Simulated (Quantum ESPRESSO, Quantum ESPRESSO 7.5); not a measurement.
# N on hollow sites of Mo(110), stepped through the coverage

Aim: how the results for N on hollow sites of Mo(110) change with the coverage.

Method: plane-wave DFT, PBE, GBRV ultrasoft pseudopotentials, in Quantum ESPRESSO 7.5.

Report form: the programs' logs are mostly left out.

## Step 1: The structure

It takes space group Im-3m (No. 229, cubic). The conventional cell has a = 3.150 Å, b = 3.150 Å, c = 3.150 Å, α = 90.00°, β = 90.00°, γ = 90.00°. Nearest to Mo lie 8 Mo at 2.73 Å.

Set-up: Slabs of 3 layers, covered on the upper face; adsorbates and the top layer relax in a periodic cell, the rest is held (the clean slab relaxes both outer layers); a run under open boundaries (ESM, bc1) gives both vacuum levels. Cells of one to 9 surface sites carry the coverages, on meshes of like density; cold smearing of 0.02 Ry. The slabs take the lattice constants of the bulk relaxed by the same program.

Members 0.1667, 0.25, 0.3333, 0.5 and 0.6667 took the same steps and show in the table alone.

This run has no spin polarisation although its electron count is odd. A spin-polarised state was not tried and may lie lower.

## Step 2: Variable-cell relaxation of the reference

The bulk crystal is relaxed in cell and atoms; the members are built on its lattice constants.

ref.vc.in

```
&control
  prefix = 'ref.vc'
  outdir = './out'
  pseudo_dir = './pseudo'
  nstep = 40
  forc_conv_thr = 0.0003
  calculation = 'vc-relax'
/
&system
  ibrav = 0
  nat = 1
  ntyp = 1
  ecutwfc = 50
  ecutrho = 250
  occupations = 'smearing'
  smearing = 'mv'
  degauss = 0.02
/
&electrons
  conv_thr = 1e-09
  mixing_beta = 0.4
  electron_maxstep = 120
/
&ions
/
&cell
  press_conv_thr = 0.3
/
ATOMIC_SPECIES
  Mo  95.9500  mo_pbe_v1.uspp.F.UPF
CELL_PARAMETERS angstrom
  -1.57500000000000 1.57500000000000 1.57500000000000
  1.57500000000000 -1.57500000000000 1.57500000000000
  1.57500000000000 1.57500000000000 -1.57500000000000
ATOMIC_POSITIONS crystal
  Mo  0.000000000000 0.000000000000 0.000000000000
K_POINTS automatic
  18 18 18 0 0 0
```

The run is started by

```sh
> OMP_NUM_THREADS=1 mpirun -n 16 pw.x -nk 16 -in ref.vc.in > ref.vc.out
```

The job ended after 5.2 s (16 MPI ranks of Arm Neoverse V2, shared host; peak memory 0.76 GiB).

Step by step:

```tsv
step	energy less that of the first step (eV)	largest force (eV/Å)	volume (Å³)
1	0.0000	0.0000	15.63
2	-0.0007	0.0000	15.80
3	-0.0009	0.0000	15.76
4	-0.0011	0.0000	15.76
```

```tsv
conventional cell, symmetrised	before	after	change
a (Å)	3.150	3.159	+0.3 %
b (Å)	3.150	3.159	+0.3 %
c (Å)	3.150	3.159	+0.3 %
volume (Å³/atom)	15.63	15.76	+0.8 %
```

Final coordinates:

```
Mo
1.0
    -1.57929    1.57929    1.57929
     1.57929   -1.57929    1.57929
     1.57929    1.57929   -1.57929
Mo
1
Direct
  0.00000 0.00000 0.00000
```

 The last row is no step: it is a fresh SCF in the final cell with a new plane-wave basis, -0 meV from the row before.

Read from the output:

```
free energy  : -1895.8140 eV
Fermi energy : 21.20 eV
```

## Step 3: SCF with pw.x of the reference

A bulk run at that cell gives the reference energy and levels.

ref.bulk.in

```
&control
  prefix = 'ref.bulk'
  outdir = './out'
  pseudo_dir = './pseudo'
  calculation = 'scf'
  tprnfor = .true.
/
&system
  ibrav = 0
  nat = 1
  ntyp = 1
  ecutwfc = 40
  ecutrho = 200
  occupations = 'smearing'
  smearing = 'mv'
  degauss = 0.02
/
&electrons
  conv_thr = 1e-09
  mixing_beta = 0.4
  electron_maxstep = 120
/
ATOMIC_SPECIES
  Mo  95.9500  mo_pbe_v1.uspp.F.UPF
CELL_PARAMETERS angstrom
  -1.57928889400000 1.57928889400000 1.57928889400000
  1.57928889400000 -1.57928889400000 1.57928889400000
  1.57928889400000 1.57928889400000 -1.57928889400000
ATOMIC_POSITIONS crystal
  Mo  0.000000000000 0.000000000000 0.000000000000
K_POINTS automatic
  18 18 18 0 0 0
```

The run is started by

```sh
> OMP_NUM_THREADS=1 mpirun -n 16 pw.x -nk 16 -in ref.bulk.in > ref.bulk.out
```

Run time: 1.9 s. Hardware: 16 MPI ranks; peak memory 0.09 GiB; 29 s of CPU time.

Read from the output:

* free energy: -1895.8017 eV

## Step 4: Relaxing the ions of the reference

The free molecule gives the reference for adsorption energies.

System of this step: N₂ molecule in a box. The cell holds 2 atoms: 2 N. Its edges and angles: a = 11.000 Å, b = 11.500 Å, c = 13.000 Å, α = 90.0°, β = 90.0°, γ = 90.0°. Vacuum lies along a, b and c.

ref.gas.in

```
&control
  prefix = 'ref.gas'
  outdir = './out'
  pseudo_dir = './pseudo'
  nstep = 40
  forc_conv_thr = 0.001
  calculation = 'relax'
/
&system
  ibrav = 0
  nat = 2
  ntyp = 1
  ecutwfc = 40
  ecutrho = 200
  occupations = 'smearing'
  smearing = 'gaussian'
  degauss = 0.002
/
&electrons
  conv_thr = 1e-07
  mixing_beta = 0.4
  electron_maxstep = 120
/
&ions
/
ATOMIC_SPECIES
  N   14.0070  n_pbe_v1.2.uspp.F.UPF
CELL_PARAMETERS angstrom
  11.00000000000000 0.00000000000000 0.00000000000000
  0.00000000000000 11.50000000000000 0.00000000000000
  0.00000000000000 0.00000000000000 13.00000000000000
ATOMIC_POSITIONS crystal
  N   0.500000000000 0.500000000000 0.457307692308
  N   0.500000000000 0.500000000000 0.542692307692
K_POINTS automatic
  1 1 1 0 0 0
```

The run is started by

```sh
> OMP_NUM_THREADS=1 mpirun -n 16 pw.x -nk 1 -in ref.gas.in > ref.gas.out
```

The job ended after 2.9 s (16 MPI ranks; peak memory 1.6 GiB).

No atom moved by 0.005 Å in the relaxation.

This step gave:

* free energy: -548.0290 eV
* Fermi energy: -6.477 eV

## Step 5: Relaxation with pw.x, 0 ML

What the set-up leaves free in this member is relaxed.

System of this step: Mo(110), 3 layers, 1 sites a cell. The cell holds 3 atoms: 3 Mo. Cell: a = 2.735 Å, b = 2.735 Å, c = 18.505 Å, α = 90.0°, β = 90.0°, γ = 70.5°. It derives from Mo. Vacuum lies along c.

m0.relax.in

```
&control
  prefix = 'm0.relax'
  outdir = './out'
  pseudo_dir = './pseudo'
  nstep = 70
  forc_conv_thr = 0.0015
  calculation = 'relax'
/
&system
  ibrav = 0
  nat = 3
  ntyp = 1
  ecutwfc = 40
  ecutrho = 200
  occupations = 'smearing'
  smearing = 'mv'
  degauss = 0.02
/
&electrons
  conv_thr = 1e-07
  mixing_beta = 0.3
  electron_maxstep = 120
  mixing_mode = 'local-TF'
/
&ions
/
ATOMIC_SPECIES
  Mo  95.9500  mo_pbe_v1.uspp.F.UPF
CELL_PARAMETERS angstrom
  2.23345177280000 -1.57928889400000 0.00000000000000
  2.23345177280000 1.57928889400000 0.00000000000000
  0.00000000000000 0.00000000000000 18.50502704782223
ATOMIC_POSITIONS crystal
  Mo  0.000000000000 0.000000000000 0.379305673695
  Mo  0.500000000000 0.500000000000 0.500000000000 0 0 0
  Mo  0.000000000000 0.000000000000 0.620694326305
K_POINTS automatic
  9 9 1 0 0 0
```

The run is started by

```sh
> OMP_NUM_THREADS=1 mpirun -n 16 pw.x -nk 4 -in m0.relax.in > m0.relax.out
```

It took 27 s on 16 MPI ranks; peak memory 0.9 GiB; 7.3 min of CPU time.

Step by step:

```tsv
step	energy less that of the first step (eV)	largest force (eV/Å)
1	0.0000	0.6411
2	-0.0158	0.5527
3	-0.0304	0.4534
4	-0.0467	0.2962
5	-0.0577	0.0380
6	-0.0579	0.0017
```

The atoms that moved most (Å):

```tsv
atom	dx	dy	dz	length
Mo1	0.000	0.000	0.087	0.087
Mo3	0.000	0.000	-0.087	0.087
```

The relaxed structure:

```
CELL_PARAMETERS angstrom
2.23345 -1.57929 0.00000
2.23345 1.57929 0.00000
0.00000 0.00000 18.50503
ATOMIC_POSITIONS crystal
Mo 0.00000 0.00000 0.38400
Mo 0.50000 0.50000 0.50000
Mo 0.00000 0.00000 0.61600
```

The relaxation lowers the energy by 19 meV an atom. On the free atoms the largest force ends at 0.002 eV/Å.

Read from the output:

```
free energy  : -5684.8476 eV
Fermi energy : 4.756 eV
```

## Step 6: SCF with pw.x, 0 ML

A run under open boundaries on these atoms gives the vacuum levels.

m0.esm.in

```
&control
  prefix = 'm0.esm'
  outdir = './out'
  pseudo_dir = './pseudo'
  calculation = 'scf'
  tprnfor = .true.
/
&system
  ibrav = 0
  nat = 3
  ntyp = 1
  ecutwfc = 40
  ecutrho = 200
  occupations = 'smearing'
  smearing = 'mv'
  degauss = 0.02
  assume_isolated = 'esm'
  esm_bc = 'bc1'
/
&electrons
  conv_thr = 1e-07
  mixing_beta = 0.25
  electron_maxstep = 160
  mixing_mode = 'local-TF'
  mixing_ndim = 12
/
ATOMIC_SPECIES
  Mo  95.9500  mo_pbe_v1.uspp.F.UPF
CELL_PARAMETERS angstrom
  2.23345177280000 -1.57928889400000 0.00000000000000
  2.23345177280000 1.57928889400000 0.00000000000000
  0.00000000000000 0.00000000000000 18.50502704782223
ATOMIC_POSITIONS crystal
  Mo  0.000000000000 0.000000000000 -0.115996226600
  Mo  0.500000000000 0.500000000000 0.000000000000
  Mo  0.000000000000 0.000000000000 0.115996226600
K_POINTS automatic
  9 9 1 0 0 0
```

The run is started by

```sh
> OMP_NUM_THREADS=1 mpirun -n 16 pw.x -nk 4 -in m0.esm.in > m0.esm.out
```

Elapsed: 14 s, on 16 MPI ranks; peak memory 0.9 GiB.

Read from the output:

| Quantity | Value |
| --- | --- |
| free energy | -5684.8478 eV |
| Fermi energy | -4.715 eV |
| vacuum line at the lower end of the cell, over the Fermi level | 4.715 eV |
| vacuum line at the upper end of the cell, over the Fermi level | 4.715 eV |

Electrostatic potential energy of an electron; zero at the Fermi level. Potential energy, planar mean against z:

```tsv
z (Å)	potential energy, planar mean (eV)
-9	4.72
-8	4.72
-7	4.71
-6	4.71
-5	4.63
-4	3.90
-3	-3.64
-2	-31.8
-1	-3.18
0	-34.6
1	-3.18
2	-31.8
3	-3.64
4	3.90
5	4.63
6	4.71
7	4.71
8	4.72
9	4.72
```

The vacuum levels are read from the outermost 0.7 Å of the cell on either side.

Inside the slab this potential holds the local part of the pseudopotentials, which can be repulsive at the nuclei; only its value in the vacuum has a meaning of its own.

## Step 7: Relaxing the ions, 0.1111 ML

System of this step: Mo(110), 3 layers, 9 sites a cell, 1 N on hollow sites. The cell holds 28 atoms: 27 Mo and 1 N. Cell: a = 8.206 Å, b = 8.206 Å, c = 20.173 Å, α = 90.0°, β = 90.0°, γ = 70.5°. It derives from Mo. Vacuum lies along c.

m1.relax.in

```
&control
  prefix = 'm1.relax'
  outdir = './out'
  pseudo_dir = './pseudo'
  nstep = 70
  forc_conv_thr = 0.0015
  calculation = 'relax'
/
&system
  ibrav = 0
  nat = 28
  ntyp = 2
  ecutwfc = 40
  ecutrho = 200
  occupations = 'smearing'
  smearing = 'mv'
  degauss = 0.02
/
&electrons
  conv_thr = 1e-07
  mixing_beta = 0.3
  electron_maxstep = 120
  mixing_mode = 'local-TF'
/
&ions
/
ATOMIC_SPECIES
  Mo  95.9500  mo_pbe_v1.uspp.F.UPF
  N   14.0070  n_pbe_v1.2.uspp.F.UPF
CELL_PARAMETERS angstrom
  6.70035531840002 -4.73786668200000 0.00000000000000
  6.70035531840002 4.73786668200000 0.00000000000000
  0.00000000000000 0.00000000000000 20.17341427122881
ATOMIC_POSITIONS crystal
  Mo  0.886666666700 0.886666666700 0.347936232149 0 0 0
  Mo  0.886666666700 0.220000000000 0.347936232149 0 0 0
  Mo  0.886666666700 0.553333333300 0.347936232149 0 0 0
  Mo  0.220000000000 0.886666666700 0.347936232149 0 0 0
  Mo  0.220000000000 0.220000000000 0.347936232149 0 0 0
  Mo  0.220000000000 0.553333333300 0.347936232149 0 0 0
  Mo  0.553333333300 0.886666666700 0.347936232149 0 0 0
  Mo  0.553333333300 0.220000000000 0.347936232149 0 0 0
[... 16 atom lines left out ...]
  Mo  0.553333333300 0.886666666700 0.569361494405
  Mo  0.553333333300 0.220000000000 0.569361494405
  Mo  0.553333333300 0.553333333300 0.569361494405
  N   0.000000000000 0.000000000000 0.652063767851
K_POINTS automatic
  3 3 1 0 0 0
```

The run is started by

```sh
> OMP_NUM_THREADS=1 mpirun -n 16 pw.x -nk 1 -in m1.relax.in > m1.relax.out
```

It took 39 min on 16 MPI ranks; peak memory 4.2 GiB; 10 h of CPU time.

Relaxation path:

```tsv
step	energy less that of the first step (eV)	largest force (eV/Å)
1	0.0000	5.1939
2	-0.7698	4.5149
3	-1.3934	3.1254
4	-1.7658	2.3354
5	-1.8953	1.6483
6	-1.9853	1.2369
7	-2.0812	0.6040
8	-2.1207	0.4199
9	-2.1326	0.4376
10	-2.1448	0.3567
11	-2.1511	0.1796
12	-2.1533	0.1146
13	-2.1552	0.1098
14	-2.1566	0.0924
15	-2.1575	0.0866
16	-2.1579	0.0700
17	-2.1583	0.0561
18	-2.1588	0.0698
19	-2.1592	0.0545
20	-2.1594	0.0286
```

The atoms that moved most (Å):

```tsv
atom	dx	dy	dz	length
N28	0.197	0.000	-0.602	0.633
Mo27	0.028	0.000	-0.114	0.118
Mo26	-0.007	0.003	-0.107	0.107
Mo24	-0.007	-0.003	-0.107	0.107
Mo23	0.072	0.000	-0.078	0.106
Mo25	0.007	-0.002	-0.080	0.080
Mo21	0.007	0.002	-0.080	0.080
Mo19	-0.051	0.000	-0.036	0.062
```

The relaxation lowers the energy by 77 meV an atom. On the free atoms the largest force ends at 0.029 eV/Å.

This step gave:

* free energy: -51439.1980 eV
* Fermi energy: 4.006 eV

## Step 8: SCF with pw.x, 0.1111 ML

m1.esm.in

```
&control
  prefix = 'm1.esm'
  outdir = './out'
  pseudo_dir = './pseudo'
  calculation = 'scf'
  tprnfor = .true.
/
&system
  ibrav = 0
  nat = 28
  ntyp = 2
  ecutwfc = 40
  ecutrho = 200
  occupations = 'smearing'
  smearing = 'mv'
  degauss = 0.02
  assume_isolated = 'esm'
  esm_bc = 'bc1'
/
&electrons
  conv_thr = 1e-07
  mixing_beta = 0.25
  electron_maxstep = 160
  mixing_mode = 'local-TF'
  mixing_ndim = 12
/
ATOMIC_SPECIES
  Mo  95.9500  mo_pbe_v1.uspp.F.UPF
  N   14.0070  n_pbe_v1.2.uspp.F.UPF
CELL_PARAMETERS angstrom
  6.70035531840002 -4.73786668200000 0.00000000000000
  6.70035531840002 4.73786668200000 0.00000000000000
  0.00000000000000 0.00000000000000 20.17341427122881
ATOMIC_POSITIONS crystal
  Mo  0.886666666700 0.886666666700 -0.137149189050
  Mo  0.886666666700 0.220000000000 -0.137149189050
  Mo  0.886666666700 0.553333333300 -0.137149189050
  Mo  0.220000000000 0.886666666700 -0.137149189050
  Mo  0.220000000000 0.220000000000 -0.137149189050
  Mo  0.220000000000 0.553333333300 -0.137149189050
  Mo  0.553333333300 0.886666666700 -0.137149189050
  Mo  0.553333333300 0.220000000000 -0.137149189050
[... 16 atom lines left out ...]
  Mo  0.554026791900 0.887003600000 0.080331188450
  Mo  0.552469152900 0.219832192400 0.078982216850
  Mo  0.555430648800 0.555430648800 0.078615313650
  N   0.014722331300 0.014722331300 0.137149189050
K_POINTS automatic
  3 3 1 0 0 0
```

The run is started by

```sh
> OMP_NUM_THREADS=1 mpirun -n 16 pw.x -nk 1 -in m1.esm.in > m1.esm.out
```

Run time: 6.4 min. Hardware: 16 MPI ranks; peak memory 3.8 GiB.

Numbers from this step:

```
free energy                                                    : -51439.1964 eV
Fermi energy                                                   : -4.785 eV
vacuum line at the lower end of the cell, over the Fermi level : 4.754 eV
vacuum line at the upper end of the cell, over the Fermi level : 4.817 eV
```

Inside the slab this potential holds the local part of the pseudopotentials, which can be repulsive at the nuclei; only its value in the vacuum has a meaning of its own.

## Step 9: Relaxation with pw.x, 0.75 ML

System of this step: Mo(110), 3 layers, 4 sites a cell, 3 N on hollow sites. The cell holds 15 atoms: 12 Mo and 3 N. Cell: a = 5.471 Å, b = 5.471 Å, c = 20.173 Å, α = 90.0°, β = 90.0°, γ = 70.5°. It derives from Mo. Vacuum lies along c.

m7.relax.in

```
&control
  prefix = 'm7.relax'
  outdir = './out'
  pseudo_dir = './pseudo'
  nstep = 70
  forc_conv_thr = 0.0015
  calculation = 'relax'
/
&system
  ibrav = 0
  nat = 15
  ntyp = 2
  ecutwfc = 40
  ecutrho = 200
  occupations = 'smearing'
  smearing = 'mv'
  degauss = 0.02
/
&electrons
  conv_thr = 1e-07
  mixing_beta = 0.3
  electron_maxstep = 120
  mixing_mode = 'local-TF'
/
&ions
/
ATOMIC_SPECIES
  Mo  95.9500  mo_pbe_v1.uspp.F.UPF
  N   14.0070  n_pbe_v1.2.uspp.F.UPF
CELL_PARAMETERS angstrom
  4.46690354560001 -3.15857778800000 0.00000000000000
  4.46690354560001 3.15857778800000 0.00000000000000
  0.00000000000000 0.00000000000000 20.17341427122881
ATOMIC_POSITIONS crystal
  Mo  0.830000000000 0.330000000000 0.347936232149 0 0 0
  Mo  0.330000000000 0.830000000000 0.347936232149 0 0 0
  Mo  0.330000000000 0.330000000000 0.347936232149 0 0 0
  Mo  0.830000000000 0.830000000000 0.347936232149 0 0 0
  Mo  0.080000000000 0.580000000000 0.458648863277 0 0 0
  Mo  0.580000000000 0.080000000000 0.458648863277 0 0 0
  Mo  0.580000000000 0.580000000000 0.458648863277 0 0 0
  Mo  0.080000000000 0.080000000000 0.458648863277 0 0 0
  Mo  0.830000000000 0.330000000000 0.569361494405
  Mo  0.330000000000 0.830000000000 0.569361494405
  Mo  0.330000000000 0.330000000000 0.569361494405
  Mo  0.830000000000 0.830000000000 0.569361494405
  N   0.000000000000 0.500000000000 0.652063767851
  N   0.500000000000 0.000000000000 0.652063767851
  N   0.500000000000 0.500000000000 0.652063767851
K_POINTS automatic
  5 5 1 0 0 0
```

The run is started by

```sh
> OMP_NUM_THREADS=1 mpirun -n 16 pw.x -nk 2 -in m7.relax.in > m7.relax.out
```

It took 21 min on 16 MPI ranks; peak memory 1.9 GiB; 5.7 h of CPU time.

Relaxation path (22 of 28):

```tsv
step	energy less that of the first step (eV)	largest force (eV/Å)
1	0.0000	4.8747
2	-2.3673	4.6200
4	-5.1291	2.8307
5	-5.5139	1.5149
6	-5.8930	1.1169
7	-6.0540	0.6463
9	-6.1275	0.5343
10	-6.1739	0.4009
11	-6.2187	0.3185
13	-6.2401	0.2691
14	-6.2442	0.1548
15	-6.2469	0.0948
16	-6.2474	0.0734
18	-6.2490	0.0800
19	-6.2503	0.0841
20	-6.2521	0.0877
22	-6.2554	0.1295
23	-6.2567	0.1187
24	-6.2583	0.1033
25	-6.2590	0.0712
27	-6.2597	0.0562
28	-6.2600	0.0397
```

The atoms that moved most (Å):

```tsv
atom	dx	dy	dz	length
N15	0.211	0.000	-0.596	0.632
N14	0.210	-0.046	-0.522	0.565
N13	0.210	0.046	-0.522	0.565
Mo12	0.125	0.000	0.142	0.189
Mo11	-0.058	0.000	0.172	0.181
Mo10	0.052	-0.074	-0.014	0.091
Mo9	0.052	0.074	-0.014	0.091
```

Final coordinates:

```cif
data_structure
_symmetry_space_group_name_H-M 'P 1'
_symmetry_Int_Tables_number 1
_cell_length_a 5.4708
_cell_length_b 5.4708
_cell_length_c 20.1734
_cell_angle_alpha 90.000
_cell_angle_beta 90.000
_cell_angle_gamma 70.529
_cell_volume 569.26
loop_
_atom_site_label
_atom_site_type_symbol
_atom_site_fract_x
_atom_site_fract_y
_atom_site_fract_z
_atom_site_occupancy
Mo1 Mo 0.83000 0.33000 0.34794 1
Mo2 Mo 0.33000 0.83000 0.34794 1
Mo3 Mo 0.33000 0.33000 0.34794 1
Mo4 Mo 0.83000 0.83000 0.34794 1
Mo5 Mo 0.08000 0.58000 0.45865 1
Mo6 Mo 0.58000 0.08000 0.45865 1
Mo7 Mo 0.58000 0.58000 0.45865 1
Mo8 Mo 0.08000 0.08000 0.45865 1
Mo9 Mo 0.82414 0.34744 0.56866 1
Mo10 Mo 0.34744 0.82414 0.56866 1
Mo11 Mo 0.32348 0.32348 0.57787 1
Mo12 Mo 0.84401 0.84401 0.57639 1
N13 N 0.01620 0.53074 0.62618 1
N14 N 0.53074 0.01620 0.62618 1
N15 N 0.52364 0.52364 0.62253 1
```

The relaxation lowers the energy by 417 meV an atom. On the free atoms the largest force ends at 0.040 eV/Å.

This step gave:

```
free energy  : -23564.5344 eV
Fermi energy : 4.059 eV
```

[end of part 1 of 2]

[Logs are printed without paths, hosts, clocks, repeated set-up lines and the standing remarks that a program may print on its own settings, such as how far it seeks lower states.]

[Hosts, paths, dates, database ids (printed as entryN), source tags and the programs' standing remarks are cut or masked in the printed files.]

[Maps of the electrostatic potential energy from Ansatz leave out the sawtooth potential of an applied field or a dipole correction, so their vacuum need not be flat; planar profiles and work functions include it.]
